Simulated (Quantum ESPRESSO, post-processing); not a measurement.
# Ta(110), 5 layers against a metal electrode: a series in the charge of the slab, part 4 of 4

What law, if any, do the results for Ta(110), 5 layers against a metal electrode follow against the charge of the slab?

Quantum ESPRESSO 7.5; plane-wave DFT, PBE, GBRV ultrasoft pseudopotentials.

So far. Step 5 (Self-consistent run, 1 ×10¹³ e/cm²): Inside the slab this potential holds the local part of the pseudopotentials, which can be repulsive at the nuclei; only its value in the vacuum has a meaning of its own. Step 6 (Ground state, -1.5 ×10¹³ e/cm²): Inside the slab this potential holds the local part of the pseudopotentials, which can be repulsive at the nuclei; only its value in the vacuum has a meaning of its own.

## 7. Ground state, -3 ×10¹³ e/cm²

m0.esm.in reads:

```
&control
  prefix = 'm0.esm'
  outdir = './out'
  pseudo_dir = './pseudo'
  calculation = 'scf'
  tprnfor = .true.
/
&system
  ibrav = 0
  nat = 5
  ntyp = 1
  ecutwfc = 40
  ecutrho = 200
  occupations = 'smearing'
  smearing = 'mv'
  degauss = 0.02
  assume_isolated = 'esm'
  esm_bc = 'bc3'
  tot_charge = -0.02324
/
&electrons
  conv_thr = 1e-08
  mixing_beta = 0.25
  electron_maxstep = 160
  mixing_mode = 'local-TF'
  mixing_ndim = 12
  startingpot = 'file'
/
ATOMIC_SPECIES
  Ta  180.9479  ta_pbe_v1.uspp.F.UPF
CELL_PARAMETERS angstrom
  2.34523627565453 -1.65833247400000 0.00000000000000
  2.34523627565453 1.65833247400000 0.00000000000000
  0.00000000000000 0.00000000000000 24.41114879446101
ATOMIC_POSITIONS crystal
  Ta  0.000000000000 0.000000000000 -0.126466524745
  Ta  0.500000000000 0.500000000000 -0.034603274945
  Ta  0.000000000000 0.000000000000 0.061447333455
  Ta  0.500000000000 0.500000000000 0.157497941855
  Ta  0.000000000000 0.000000000000 0.249361191655
K_POINTS automatic
  12 12 1 0 0 0
```

Started as:

```sh
cp -r out/m1.esm.save out/m0.esm.save
OMP_NUM_THREADS=1 mpirun -n 4 pw.x -nk 4 -in m0.esm.in > m0.esm.out
```

The program printed:

```text
[banner, memory and clock lines left out]
Program PWSCF v.7.5 starts
[...]
Message from routine setup:
[...]
number of electrons       =        65.02
     number of Kohn-Sham states=           39
     kinetic-energy cutoff     =      40.0000  Ry
     charge density cutoff     =     200.0000  Ry
[...]
number of k points=    43  Marzari-Vanderbilt smearing, width (Ry)=  0.0200
[...]
Dense  grid:    61183 G-vectors     FFT dimensions: (  25,  25, 216)
[...]
The initial density is read from file :
[...]
negative rho (up, down):  4.857E-01 0.000E+00
     Starting wfcs are   65 randomized atomic wfcs
[...]
negative rho (up, down):  4.861E-01 0.000E+00
[...]
estimated scf accuracy    <       6.13569939 Ry
[...]
negative rho (up, down):  4.871E-01 0.000E+00
[...]
estimated scf accuracy    <       0.90027274 Ry
[...]
negative rho (up, down):  4.875E-01 0.000E+00
[...]
estimated scf accuracy    <       0.06599530 Ry
[...]
negative rho (up, down):  4.887E-01 0.000E+00
[...]
estimated scf accuracy    <       0.01504023 Ry
[...]
negative rho (up, down):  4.886E-01 0.000E+00
[...]
estimated scf accuracy    <       0.00447567 Ry
[...]
negative rho (up, down):  4.882E-01 0.000E+00
[...]
estimated scf accuracy    <       0.00441082 Ry
[...]
negative rho (up, down):  4.878E-01 0.000E+00
[...]
estimated scf accuracy    <       0.00088558 Ry
[...]
negative rho (up, down):  4.875E-01 0.000E+00
[...]
estimated scf accuracy    <       0.00016801 Ry
[...]
negative rho (up, down):  4.872E-01 0.000E+00
[...]
estimated scf accuracy    <       0.00010305 Ry
[...]
negative rho (up, down):  4.865E-01 0.000E+00
[...]
estimated scf accuracy    <       0.00013226 Ry
[...]
negative rho (up, down):  4.864E-01 0.000E+00
[...]
estimated scf accuracy    <       0.00081526 Ry
[...]
negative rho (up, down):  4.860E-01 0.000E+00
[...]
estimated scf accuracy    <       0.00049761 Ry
[...]
negative rho (up, down):  4.858E-01 0.000E+00
[...]
estimated scf accuracy    <       0.00003710 Ry
[...]
negative rho (up, down):  4.859E-01 0.000E+00
[...]
estimated scf accuracy    <       0.00004098 Ry
[...]
negative rho (up, down):  4.857E-01 0.000E+00
[...]
estimated scf accuracy    <       0.00003869 Ry
[...]
negative rho (up, down):  4.857E-01 0.000E+00
[...]
estimated scf accuracy    <       0.00000364 Ry
[...]
negative rho (up, down):  4.857E-01 0.000E+00
[...]
estimated scf accuracy    <       0.00000068 Ry
[...]
negative rho (up, down):  4.857E-01 0.000E+00
[...]
estimated scf accuracy    <       0.00000089 Ry
[...]
negative rho (up, down):  4.856E-01 0.000E+00
[...]
estimated scf accuracy    <       0.00000059 Ry
[...]
negative rho (up, down):  4.856E-01 0.000E+00
[...]
estimated scf accuracy    <       0.00000056 Ry
[...]
negative rho (up, down):  4.856E-01 0.000E+00
[...]
estimated scf accuracy    <       0.00000011 Ry
[...]
negative rho (up, down):  4.856E-01 0.000E+00
[...]
estimated scf accuracy    <       0.00000007 Ry
[...]
negative rho (up, down):  4.856E-01 0.000E+00
[...]
estimated scf accuracy    <       0.00000006 Ry
[...]
negative rho (up, down):  4.856E-01 0.000E+00
[...]
estimated scf accuracy    <       0.00000007 Ry
[...]
negative rho (up, down):  4.856E-01 0.000E+00
[...]
estimated scf accuracy    <       0.00000008 Ry
[...]
negative rho (up, down):  4.856E-01 0.000E+00
[...]
estimated scf accuracy    <       0.00000022 Ry
[...]
negative rho (up, down):  4.856E-01 0.000E+00
[...]
estimated scf accuracy    <       0.00000018 Ry
[...]
negative rho (up, down):  4.856E-01 0.000E+00
[...]
estimated scf accuracy    <       0.00000006 Ry
[...]
negative rho (up, down):  4.856E-01 0.000E+00
[...]
estimated scf accuracy    <       0.00000004 Ry
[...]
negative rho (up, down):  4.856E-01 0.000E+00
[...]
estimated scf accuracy    <       0.00000003 Ry
[...]
negative rho (up, down):  4.856E-01 0.000E+00
[...]
estimated scf accuracy    <       0.00000003 Ry
[...]
negative rho (up, down):  4.856E-01 0.000E+00
[...]
estimated scf accuracy    <       0.00000002 Ry
[...]
negative rho (up, down):  4.856E-01 0.000E+00
[...]
estimated scf accuracy    <       0.00000003 Ry
[...]
negative rho (up, down):  4.856E-01 0.000E+00
[...]
estimated scf accuracy    <       0.00000003 Ry
[...]
negative rho (up, down):  4.856E-01 0.000E+00
[...]
the Fermi energy is    -2.6503 ev
!    total energy              =    -709.23211334 Ry
     estimated scf accuracy    <          6.2E-09 Ry
     smearing contrib. (-TS)   =       0.00181343 Ry
     internal energy E=F+TS    =    -709.23392677 Ry
[...]
one-electron contribution =  -63719.42919430 Ry
     hartree contribution      =   31841.14404361 Ry
     xc contribution           =    -211.08704457 Ry
     ewald contribution        =   31380.13826848 Ry
     convergence has been achieved in  35 iterations
     negative rho (up, down):  4.856E-01 0.000E+00
[...]
Total force =     0.001499     Total SCF correction =     0.000591
[...]
```

It took 3.8 min on 4 MPI ranks of Arm Neoverse V1, shared host; peak memory 0.8 GiB.

Read from the output:

```
Fermi energy                                                   : -2.650 eV
vacuum line at the lower end of the cell, over the Fermi level : 4.765 eV
slope of the potential above                                   : -0.5407 eV/Å
vacuum line at the upper end of the cell, over the Fermi level : 2.650 eV
```

Inside the slab this potential holds the local part of the pseudopotentials, which can be repulsive at the nuclei; only its value in the vacuum has a meaning of its own.

## 8. The series side by side

The series in one table:

```tsv
the charge of the slab (positive: electrons removed)	electrode's level over the Fermi level (eV)	far face's level over the Fermi level (eV)	field in the gap (eV/Å)
-3 ×10¹³ e/cm²	2.65	4.765	-0.5407
-1.5 ×10¹³ e/cm²	3.696	4.774	-0.2702
0 ×10¹³ e/cm²	4.765	4.765	0.0004526
1 ×10¹³ e/cm²	5.488	4.765	0.1811
2 ×10¹³ e/cm²	6.217	4.762	0.3615
3 ×10¹³ e/cm²	6.954	4.762	0.5422
4.5 ×10¹³ e/cm²	8.069	4.769	0.8131
6 ×10¹³ e/cm²	9.195	4.765	1.084
7 ×10¹³ e/cm²	9.953	4.759	1.265
8 ×10¹³ e/cm²	10.72	4.757	1.446
```

## 9. By hand

Last interval: C = Δσ/ΔV = 0.00100 e/Å² / 0.762 V × 1602 = 2.09 µF/cm².

## 10. Outcome

```
mean capacitance at positive charge : 2.15 μF/cm²
effective gap ε₀/C                  : 4.12 Å
top atoms to electrode              : 6.12 Å
```

The series holds 10 members; mean capacitance at positive charge: 2.15 μF/cm²; effective gap ε₀/C: 4.12 Å; top atoms to electrode: 6.12 Å (PBE, GBRV ultrasoft). Interval by interval C lies between 2.09 and 2.29 µF/cm². The far face's level moves by 0.02 eV over the series: the slab screens like a metal, and averaged over the positive charges the image plane lies 2.00 Å above the top atoms. Vacuum fills the gap; ions don't answer the charge; added electrons can spill towards the electrode at the most negative charges.

[Logs are printed without paths, hosts, clocks, repeated set-up lines and the standing remarks that a program may print on its own settings, such as how far it seeks lower states.]

[Hosts, paths, dates, database ids (printed as entryN), source tags and the programs' standing remarks are cut or masked in the printed files.]

[Maps of the electrostatic potential energy from Ansatz leave out the sawtooth potential of an applied field or a dipole correction, so their vacuum need not be flat; planar profiles and work functions include it.]
